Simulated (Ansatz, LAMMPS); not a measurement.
# Relaxing a frame of liquid mixture of 1,4-dioxane and H2O from 300 K (141 atoms), part 2 of 2

How does a frame of liquid mixture of 1,4-dioxane and H2O from 300 K (141 atoms) relax, and what do bonds, charges and levels look like afterwards?

Ansatz 0.2.0; Kohn-Sham DFT, PBE+D4, PAW (set soft_2), plane waves.

The cell: 24 C, 31 O and 86 H. The network of contacts between molecules at the start is that of the classical potential that made the cell. The density was typed from a rule of thumb and may lie off the real one at this temperature. Only the Γ point is sampled, in a cell whose shortest periodic width is 11 Å.

So far, density (g/cm³): step 5 (distances and neighbours after relaxation) 1.02.

## 6. Single point at the relaxed geometry (continued)

Density of states as counts of states in windows of 1 eV (from the Fermi level), total and the larger projections:

| from (eV) | to (eV) | total | O p | C p | H s |
| --- | --- | --- | --- | --- | --- |
| -10 | -8 | 0.0 | 0.0 | 0.0 | 0.0 |
| -8 | -7 | 33.3 | 9.3 | 9.9 | 9.1 |
| -7 | -6 | 52.1 | 27.3 | 12.9 | 10.4 |
| -6 | -5 | 0.6 | 0.3 | 0.2 | 0.1 |
| -5 | -4 | 39.2 | 13.0 | 15.5 | 8.8 |
| -4 | -3 | 50.4 | 20.1 | 17.7 | 9.4 |
| -3 | -2 | 19.1 | 14.8 | 1.4 | 1.2 |
| -2 | -1 | 30.3 | 24.2 | 3.6 | 1.5 |
| -1 | 0 | 43.3 | 35.5 | 3.0 | 4.0 |
| 0 | 1 | 1.7 | 1.1 | 0.3 | 0.3 |
| 1 | 4 | 0.0 | 0.0 | 0.0 | 0.0 |
| 4 | 5 | 2.0 | 0.0 | 0.1 | 1.1 |

With fixed occupations the program's Fermi level is the highest filled level; weight inside the gap is the broadening of levels at its edges.

Between -21 and -10 eV lie 98 more states.

The levels nearest the highest filled one (over half full), pooled over k-points and spins:

| level less the highest filled one (eV) | occupation |
| --- | --- |
| -0.245 | 2 |
| -0.232 | 2 |
| -0.153 | 2 |
| -0.0888 | 2 |
| -0.0274 | 2 |
| 0 | 2 |
| 4.62 | 0 |
| 5.47 | 0 |
| 5.57 | 0 |
| 5.65 | 0 |
| 5.73 | 0 |
| 5.81 | 0 |

Electrostatic potential energy in the ac plane at fractional y = 0.440, with atoms of C and H and O within 0.2 Å of it. With pseudopotentials it is smooth inside the atoms' cores, unlike the true potential.

Values in eV, 13 rows by 16 columns, each cell a mean:
```
  5   5   4   5   5   4   3   1 -10 -11  -2 -16 -33  -3   4   5
  5   5   5   5   5   4   3  -2 -23 -12  -1  -1  -8   3   4   4
  3   4   5   5   5   5   5   5   5   5   5   5   5   5   4   2
  4   5   5   5   5   5   5   5   2  -1   3   4   4   4   4   4
  5   5   5   5   4   5   5   4  -2 -15  -1   3   5   5   4   4
  5   5   4 -10 -32  -6   4   4   4   3  -9 -24   1   4   4   5
  5   4   2  -3 -20  -6   3   4   4   5  -2 -14   1   4   4   5
  5   5   4   4   3   2   2  -2   0   2   4   4   4   5   5   4
  1   4   4   3   3   2  -8 -36 -24 -12   3   4   5   5   3  -8
 -4   5   3 -12 -20  -2  -3 -16  -5   3   4   5   5   5  -9 -36
  5   5  -2 -25 -28  -4  -2 -15  -8   3   4   5   5   5   4   0
  5   4  -4 -11   1   3   3  -5  -8   4   5   5   5   5   5   5
  5   4   4   4   4   4   4   4   4   4   5   5   2   3   4   5
```
Columns run along a (11.2 Å; values clipped at the 3rd and 97th percentile), rows up along c (11.2 Å). Atoms in or near the plane, at fractional coordinates: C at (0.25, 0.21), C at (0.47, 0.33), H at (0.19, 0.14), H at (0.56, 0.35), H at (0.50, 0.14), H at (0.57, 0.67), H at (0.60, 0.92), O at (0.27, 0.55), O at (0.76, 0.94).

Valence density in the ac plane at fractional y = 0.440, with atoms of C and H and O within 0.2 Å of it. It is the smooth field of the valence electrons, not physical close to the nuclei.

Ten steps, logarithmic in the rise over the least value, from '0' (0.0 e/Å³) to '9' (6.6 e/Å³), each cell a mean:
```
00000000000111234443235898531000
00000000001112467766436898631000
00000000000112468865324676420000
11000000000001245542111232110011
21000000000000112211000000000012
10000000000000000010000000000011
00000000000000001232211000000000
00000000000000002465321100000000
00000012332100001455433210000000
00000136775310001233456542000000
00011258997410000012479863110000
11111247986410000002478753111100
12221124555310000001245432111000
11110011222222222211111111100000
11000000011234555542100000000112
32000011112345677763100000012344
53100234432235676542100000014688
64101246654334665321000000025899
53101356765334565310000000013677
21002467664334566420000000001233
00002576543323566420000000000011
00001343211111244210000000000000
00000011000000111100001111100000
00000000000000011111013454310000
```
Columns run along a (11.2 Å), rows up along c (11.2 Å). Atoms in or near the plane, at fractional coordinates: C at (0.25, 0.21), C at (0.47, 0.33), H at (0.19, 0.14), H at (0.56, 0.35), H at (0.50, 0.14), H at (0.57, 0.67), H at (0.60, 0.92), O at (0.27, 0.55), O at (0.76, 0.94).

Mean intrinsic-atomic-orbital charges: C -0.14, H +0.27, O -0.64 e. The largest share in the top eV of filled states is O p (83 % of the projected weight), and in the lowest eV of empty states H s (56 % of the projected weight).

The surroundings of O3, picked at random, nearest first, numbered as they follow in the input and with coordinates relative to it.

| atom | x | y | z | distance (Å) | bonds | intrinsic-atomic-orbital charge (e) |
| --- | --- | --- | --- | --- | --- | --- |
| O3 | 0.00 | 0.00 | 0.00 | 0.00 | 2 | -0.38 |
| C2 | -1.42 | -0.15 | 0.26 | 1.45 | 4 | -0.15 |
| C4 | 0.38 | 1.38 | -0.26 | 1.46 | 4 | -0.15 |
| H86 | 0.86 | -0.63 | 1.56 | 1.89 | 1 | 0.38 |
| H113 | 0.41 | -0.93 | -1.59 | 1.89 | 1 | 0.38 |
| H10 | -1.55 | -1.04 | 0.89 | 2.06 | 1 | 0.20 |
| H11 | 1.19 | 1.36 | -1.00 | 2.07 | 1 | 0.21 |
| H12 | 0.78 | 1.83 | 0.67 | 2.09 | 1 | 0.17 |
| H9 | -1.96 | -0.30 | -0.68 | 2.10 | 1 | 0.18 |

The column of bonds counts only the pairs H-O within 1.21 Å, H-C within 1.34 Å, O-C within 1.73 Å, C-C within 1.85 Å; other neighbours, such as metal atoms beside each other in a compound, aren't counted, and periodic images can show an atom twice.

## 7. What came out

```
energy change in the relaxation                  : -43.16 meV/atom
r.m.s. displacement                              : 0.587 Å
largest displacement                             : 1.377 Å
free energy per atom                             : -177.2293 eV/atom
pressure                                         : -0.4484 GPa
r.m.s. force component                           : 0.00779 eV/Å
gap (highest filled to lowest empty level) : 4.624 eV
wall time of the 3 DFT runs                      : 3.7 min
```

What this shows: Relaxation lowers the energy by 43.2 meV/atom and moves atoms by 0.59 Å r.m.s.; the r.m.s. force component goes from 0.71 to 0.0078 eV/Å, the pressure goes from -0.070 to -0.45 GPa, and the gap from 4.20 to 4.62 eV. By the final cutoffs no bond was broken or made. From the first step to the last the energy fell by 6.085 eV, and the largest move was 1.38 Å (H134). The H-O bonds change most in mean length: from 1.000 Å (spread 0.000) to 0.989 Å (spread 0.007). Counting bonds as in the table, all C atoms have 4, all H atoms have 1 and all O atoms have 2 bonded neighbours. The 19 water molecules hold 2.53 hydrogen bonds each to other water on average, with a mean O–O distance of 2.79 Å. The highest filled and lowest empty levels differ by 4.62 eV (at Γ alone); a semilocal functional tends to put such gaps too low. In a disordered cell it changes from sample to sample and from frame to frame.

**Limits.** The network of contacts between molecules at the start is that of the classical potential that made the cell; in DFT atoms moved by 0.59 Å r.m.s.

[Logs are printed without paths, hosts, clocks, repeated set-up lines and the standing remarks that a program may print on its own settings, such as how far it seeks lower states.]

[Hosts, paths, dates, database ids (printed as entryN), source tags and the programs' standing remarks are cut or masked in the printed files.]
